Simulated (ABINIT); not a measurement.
**Quasiparticle gap of KMgH3 (Pm-3m) in ABINIT**

Wanted: ground state, empty states, screening and self-energy for KMgH3 (Pm-3m).

Main program and level: ABINIT 10.8.3; LDA and many-body steps on it, plane waves.

### Step 1. Set-up

Symmetry: Pm-3m, No. 221, cubic system. Conventional cell: a = 4.025 Å, b = 4.025 Å, c = 4.025 Å, α = 90.00°, β = 90.00°, γ = 90.00°. Nearest to K lie 12 H at 2.85 Å. Nearest to Mg lie 6 H at 2.01 Å. Nearest to H lie 2 Mg at 2.01 Å and 8 H at 2.85 Å and 4 K at 2.85 Å. Farther neighbours are not listed.

As a file:

```cif
data_structure
_symmetry_space_group_name_H-M 'P 1'
_symmetry_Int_Tables_number 1
_cell_length_a 4.0250
_cell_length_b 4.0250
_cell_length_c 4.0250
_cell_angle_alpha 90.000
_cell_angle_beta 90.000
_cell_angle_gamma 90.000
_cell_volume 65.21
loop_
_atom_site_label
_atom_site_type_symbol
_atom_site_fract_x
_atom_site_fract_y
_atom_site_fract_z
_atom_site_occupancy
K1 K 0.00000 0.00000 0.00000 1
Mg2 Mg 0.50000 0.50000 0.50000 1
H3 H 0.00000 0.50000 0.50000 1
H4 H 0.50000 0.00000 0.50000 1
H5 H 0.50000 0.50000 0.00000 1
```

The cell and positions come from the Crystallography Open Database and are kept as given unless a step says otherwise.

### Step 2. Ground state

This step: ABINIT 10.8.3; DFT, LDA, plane waves, norm-conserving pseudopotentials.

The ground-state density comes first.

The input, run.abi:

```
acell 3*1.0 Angstrom
rprim 
  4.025000000000 0.000000000000 0.000000000000
  0.000000000000 4.025000000000 0.000000000000
  0.000000000000 0.000000000000 4.025000000000
ntypat 3
znucl 19 12 1
natom 5
typat 1 2 3 3 3
xred 
  0.000000000000 0.000000000000 0.000000000000
  0.500000000000 0.500000000000 0.500000000000
  0.000000000000 0.500000000000 0.500000000000
  0.500000000000 0.000000000000 0.500000000000
  0.500000000000 0.500000000000 0.000000000000
pp_dirpath "pseudos"
pseudos "K.upf, Mg.upf, H.upf"
ecut 38
ngkpt 6 6 6
nshiftk 1
shiftk 0 0 0
kptopt 1
chksymbreak 0
nband 17
occopt 1
tolvrs 1e-10
nstep 60
prtwf 0
optforces 0
optstress 0
indata_prefix "in"
outdata_prefix "out"
tmpdata_prefix "tmp"
```

Launch:

```bash
OMP_NUM_THREADS=1 mpirun -n 4 abinit run.abi > log
```

Numbers of over 12 decimals in the logs are rounded to 6 here.

The log of the run:

```text
.Version 10.8.3 of ABINIT. v10.8.2 released Aug 2026.

 Symmetries : space group Pm -3 m (#221); Bravais cP (primitive cubic)
================================================================================
 Values of the parameters that define the memory need of the present run
     intxc =       0    ionmov =       0      iscf =       7    lmnmax =       6
     lnmax =       6     mgfft =      45  mpssoang =       3    mqgrid =    3001
     natom =       5  nloc_mem =       1    nspden =       1   nspinor =       1
    nsppol =       1      nsym =      48    n1xccc =    2501    ntypat =       3
    occopt =       1   xclevel =       1
-    mband =          17        mffmem =           1         mkmem =           5
       mpw =        4948          nfft =       91125          nkpt =          20
================================================================================
  Rough estimation (10% accuracy) of disk space for files :
================================================================================

--------------------------------------------------------------------------------
------------- Echo of variables that govern the present computation ------------
--------------------------------------------------------------------------------
 -outvars: echo values of preprocessed input variables --------
            acell      1.8897261259E+00  1.8897261259E+00  1.8897261259E+00 Bohr

      chksymbreak           0
             ecut      3.80000000E+01 Hartree
-          fftalg         312

              ixc       -1012
              kpt      0.00000000E+00  0.00000000E+00  0.00000000E+00
                       1.66666667E-01  0.00000000E+00  0.00000000E+00
                       3.33333333E-01  0.00000000E+00  0.00000000E+00
                       5.00000000E-01  0.00000000E+00  0.00000000E+00
                       1.66666667E-01  1.66666667E-01  0.00000000E+00
                       3.33333333E-01  1.66666667E-01  0.00000000E+00
                       5.00000000E-01  1.66666667E-01  0.00000000E+00
                       3.33333333E-01  3.33333333E-01  0.00000000E+00
                       5.00000000E-01  3.33333333E-01  0.00000000E+00
   [... 9 further rows ...]
                       5.00000000E-01  5.00000000E-01  3.33333333E-01
                       5.00000000E-01  5.00000000E-01  5.00000000E-01
         kptrlatt        6    0    0      0    6    0      0    0    6
          kptrlen      4.56368859E+01
P           mkmem           5
            natom           5
            nband          17
            ngfft          45      45      45
             nkpt          20
            nstep          60
             nsym          48
           ntypat           3
              occ      2.000000  2.000000  2.000000  2.000000  2.000000  2.000000
                       2.000000  2.000000  2.000000  2.000000  2.000000  0.000000
                       0.000000  0.000000  0.000000  0.000000  0.000000
        optforces           0
        optstress           0
            prtwf           0
            rprim      4.0250000000E+00  0.0000000000E+00  0.0000000000E+00
[...]
spgroup         221

           tolvrs      1.00000000E-10

             xred      0.0000000000E+00  0.0000000000E+00  0.0000000000E+00
[...]
znucl       19.00000   12.00000    1.00000

================================================================================

 chkinp: Checking input parameters for consistency.

================================================================================
== DATASET  1 ==================================================================
-   mpi_nproc: 4, omp_nthreads: 1 (-1 if OMP is not activated)

--- !DatasetInfo
iteration_state: {dtset: 1, }
dimensions: {natom: 5, nkpt: 20, mband: 17, nsppol: 1, nspinor: 1, nspden: 1, mpw: 4948, }
cutoff_energies: {ecut:  38.0, pawecutdg:  -1.0, }
electrons: {nelect:   2.20000000E+01, charge:   0.00000000E+00, occopt:   1.00000000E+00, tsmear:   1.00000000E-02, }

 Real(R)+Recip(G) space primitive vectors, cartesian coordinates (Bohr,Bohr^-1):
 R(1)=  7.6061477  0.0000000  0.0000000  G(1)=  0.1314726  0.0000000  0.0000000
 R(2)=  0.0000000  7.6061477  0.0000000  G(2)=  0.0000000  0.1314726  0.0000000
 R(3)=  0.0000000  0.0000000  7.6061477  G(3)=  0.0000000  0.0000000  0.1314726
 Unit cell volume ucvol=  4.4004213E+02 bohr^3
 Angles (23,13,12)=  9.00000000E+01  9.00000000E+01  9.00000000E+01 degrees

 getcut: wavevector=  0.0000  0.0000  0.0000  ngfft=  45  45  45
         ecut(hartree)=     38.000   => boxcut(ratio)=   2.08464

--- Pseudopotential description ------------------------------------------------
- K Generated using ONCVPSP code by D. R. Hamann
- 19.00000   9.00000  180309                  znucl, zion, pspdat
12 -1012 2 -1 2170                            pspcod,pspxc,lmax,lloc,mmax
     nproj     2     2     2
  pspatm : epsatm=    8.21740868
         --- l  ekb(1:nproj) -->
[...]
pspatm: atomic psp has been read  and splines computed

- Mg Generated using ONCVPSP code by D. R. Hamann
- 12.00000  10.00000  180309                  znucl, zion, pspdat
12 -1012 1 -1 1510                            pspcod,pspxc,lmax,lloc,mmax
     nproj     2     2     0
  pspatm : epsatm=    9.23542517
         --- l  ekb(1:nproj) -->
[...]
pspatm: atomic psp has been read  and splines computed

- H Generated using ONCVPSP code by D. R. Hamann
-  1.00000   1.00000  180309                  znucl, zion, pspdat
12 -1012 1 -1 1180                            pspcod,pspxc,lmax,lloc,mmax
     nproj     2     1     0
  pspatm : epsatm=    0.35439867
         --- l  ekb(1:nproj) -->
[...]
1   -0.275071
 pspatm: atomic psp has been read  and splines computed

   4.07352657E+02                                ecore*ucvol(ha*bohr**3)
--------------------------------------------------------------------------------

_setup2: Arith. and geom. avg. npw (full set) are    4921.532    4921.504

================================================================================

--- !BeginCycle
iteration_state: {dtset: 1, }
solver: {iscf: 7, nstep: 60, nline: 4, wfoptalg: 0, }
tolerances: {tolvrs: 1.00E-10, }

     iter   Etot(hartree)      deltaE(h)  residm     vres2
 ETOT  1  -90.923058457484    -9.092E+01 1.194E-01 1.530E+02
 ETOT  2  -90.979316714774    -5.626E-02 4.187E-03 9.813E-01
 ETOT  3  -90.979461289294    -1.446E-04 3.404E-03 4.593E-01
 ETOT  4  -90.979488543017    -2.725E-05 4.902E-04 2.483E-02
 ETOT  5  -90.979489966195    -1.423E-06 7.588E-04 1.370E-03
 ETOT  6  -90.979490061081    -9.489E-08 2.625E-04 1.519E-05
 ETOT  7  -90.979490066224    -5.143E-09 4.208E-04 1.428E-06
 ETOT  8  -90.979490066456    -2.318E-10 2.567E-04 1.337E-08
 ETOT  9  -90.979490066455     1.066E-12 6.955E-04 6.279E-10
 ETOT 10  -90.979490066453     1.549E-12 2.984E-04 9.652E-13

 At SCF step   10       vres2   =  9.65E-13 < tolvrs=  1.00E-10 =>converged.

--- !ResultsGS
iteration_state: {dtset: 1, }
comment   : Summary of ground state results
lattice_vectors:
- [  7.6061477,   0.0000000,   0.0000000, ]
- [  0.0000000,   7.6061477,   0.0000000, ]
- [  0.0000000,   0.0000000,   7.6061477, ]
lattice_lengths: [   7.60615,    7.60615,    7.60615, ]
lattice_angles: [ 90.000,  90.000,  90.000, ] # degrees, (23, 13, 12)
lattice_volume:   4.4004213E+02
convergence: {deltae:  1.549E-12, res2:  9.652E-13, residm:  2.984E-04, diffor:  0.000E+00, }
etotal    :  -9.09794901E+01
entropy   :   0.00000000E+00
fermie    :   6.84931933E-02
cartesian_stress_tensor: null
pressure_GPa: null
xred      :
- [  0.0000E+00,   0.0000E+00,   0.0000E+00,  K]
- [  5.0000E-01,   5.0000E-01,   5.0000E-01, Mg]
- [  0.0000E+00,   5.0000E-01,   5.0000E-01,  H]
- [  5.0000E-01,   0.0000E+00,   5.0000E-01,  H]
- [  5.0000E-01,   5.0000E-01,   0.0000E+00,  H]
cartesian_forces: null
force_length_stats: {min: null, max: null, mean: null, }

 Integrated electronic density in atomic spheres:
 ------------------------------------------------
 Atom  Sphere_radius  Integrated_density
[...]
================================================================================

 ----iterations are completed or convergence reached----

 Mean square residual over all n,k,spin=   20.950E-07; max=  29.842E-05
 reduced coordinates (array xred) for    5 atoms
       0.000000000000      0.000000000000      0.000000000000
       0.500000000000      0.500000000000      0.500000000000
       0.000000000000      0.500000000000      0.500000000000
       0.500000000000      0.000000000000      0.500000000000
       0.500000000000      0.500000000000      0.000000000000
 rms dE/dt=  0.0000E+00; max dE/dt=  0.0000E+00; dE/dt below (all hartree)
    1       0.000000000000      0.000000000000      0.000000000000
    2       0.000000000000      0.000000000000      0.000000000000
    3       0.000000000000      0.000000000000      0.000000000000
    4       0.000000000000      0.000000000000      0.000000000000
    5       0.000000000000      0.000000000000      0.000000000000

 cartesian coordinates (angstrom) at end:
    1      0.000000     0.000000     0.000000
    2      2.012500     2.012500     2.012500
    3      0.000000     2.012500     2.012500
    4      2.012500     0.000000     2.012500
    5      2.012500     2.012500     0.000000
 length scales=  1.889726125908  1.889726125908  1.889726125908 bohr
              =  1.000000000000  1.000000000000  1.000000000000 angstroms
 prteigrs : about to open file out_EIG
 Fermi (or HOMO) energy (hartree) =   0.06849   Average Vxc (hartree)=  -0.32899
 Eigenvalues (hartree) for nkpt=  20  k points:
 kpt#   1, nband= 17, wtk=  0.00463, kpt=  0.0000  0.0000  0.0000 (reduced coord)
  -2.64076   -1.44358   -1.44358   -1.44358   -0.98901   -0.38838   -0.38838   -0.38838
  -0.13851    0.05033    0.05033    0.27012    0.27012    0.27012    0.35639    0.35639
   0.38910
 prteigrs : prtvol=0 or 1, do not print more k-points.

--- !EnergyTerms
iteration_state     : {dtset: 1, }
comment             : Components of total free energy in Hartree
kinetic             :  4.56967110177000E+01
hartree             :  2.94518974163122E+01
xc                  : -1.49458860104540E+01
Ewald energy        : -4.64833495829085E+01
psp_core            :  9.25712859590245E-01
local_psp           : -9.14724347043656E+01
non_local_psp       : -1.41521410623275E+01
total_energy        : -9.09794900664532E+01
total_energy_eV     : -2.47567804466065E+03
band_energy         : -1.83653545964211E+01

== END DATASET(S) ==============================================================
================================================================================

 -outvars: echo values of variables after computation  --------
           etotal     -9.0979490066E+01
            nband          17
             nkpt          20
          spgroup         221
 [... the other variables as echoed above ...]

 Calculation completed.
```

It took 14 s on 4 MPI ranks of Arm Neoverse V2, shared host; peak memory 0.34 GiB; 56 s of CPU time.

Numbers from this step:

* total energy: -2475.6780 eV
* gap: 2.048 eV
* k of the valence top: 0.5, 0, 0
* k of the conduction bottom: 0.5, 0.5, 0.5
* least direct gap: 4.216 eV

The gap is indirect, with the least direct gap 2.17 eV higher.

(Part 1 of 3 ends here.)

[Paths, hosts, dates, memory and timing lines, banners, echoed tables and standing remarks are left out of the program output.]

[Logs are printed without paths, hosts, clocks, repeated set-up lines and the standing remarks that a program may print on its own settings, such as how far it seeks lower states.]

[Runs of the session that timed out or met a known fault of the program may be left out.]

[Hosts, paths, dates, database ids (printed as entryN), source tags and the programs' standing remarks are cut or masked in the printed files.]

[G0W0 gaps are taken among the corrected bands and points alone; a level outside them can change the order at an edge.]

[Where Ansatz stands beside ABINIT at settings called matched, ABINIT's density can come from a denser mesh and the files from another edition; pairs whose starting gaps differed by over 0.03 eV were left out, so agreement reads better than it is.]
